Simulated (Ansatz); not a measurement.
# RbZnCl3 (Pm-3m): refractive index against wavelength

The refractive index of RbZnCl3 (Pm-3m) below the direct gap (1.81 eV on the mesh) is read from one computed spectrum, n = √(Re ε).

Cell: a, b, c = 5.008, 5.008, 5.008 Å (primitive vectors), 5 atoms.

Method: Ansatz 0.2.0, PBE, independent particles, k-mesh 6×6×6 with interpolation inside its cells, Gaussian parameter 0.1 eV.

Launch of the response step: `ansatz run input.yaml --threads 2 --pin off --max-ram 5120MiB --backend cpu --events-out ev --progress --plain --runs-dir out`. The run took 32 s, on 2 threads of Intel(R) Xeon(R) Platinum 8488C (Sapphire Rapids), with other jobs on the host.

| wavelength (nm) | photon energy E (eV) | n |
| --- | --- | --- |
| 3000 | 0.413 | 1.9752 |
| 2000 | 0.620 | 1.9803 |
| 1550 | 0.800 | ? |
| 1310 | 0.946 | 1.9937 |
| 1064 | 1.165 | 2.0075 |

In the single-oscillator model n² − 1 = E₀E_d/(E₀² − E²), so 1/(n² − 1) = E₀/E_d − E²/(E₀E_d) is linear in E².

Working, on the rows shown:

| x = E² (eV²) | y = 1/(n² − 1) |
| --- | --- |
| 0.170801 | 0.344659 |
| 0.384302 | 0.34228 |
| 0.895757 | 0.336153 |
| 1.35784 | 0.330027 |

Means: x̄ = 0.70218, ȳ = 0.33828. Σ(x − x̄)(y − ȳ) = -0.01048, Σ(x − x̄)² = 0.8508. Slope = -0.01048 / 0.8508 = -0.01232; intercept = ȳ − slope · x̄ = 0.34693. Turned back into n, the line misses the rows shown by at most 0.00057.

Problem. Fill in the last column of the withheld row.

Solution. At x = 0.63984 the line gives y = 0.33905, that is 1.9873. The run gave 1.9868, so the interpolation is off by 0.00052, 1.6 % of the range in the table.

Refitted with all rows, the slope is -0.01234 and the intercept 0.34699. These give E₀ = √(intercept/−slope) = 5.30 eV and E_d = E₀/intercept = 15.3 eV; E₀ is 2.9 times the direct gap. The electronic limit at long wavelengths, without lattice vibrations, is n = √(1 + 1/intercept) = 1.970. The structure is a model and need not exist. Excitons are left out and so are local fields; PBE gaps are as a rule too small. Spin-orbit coupling is left out.
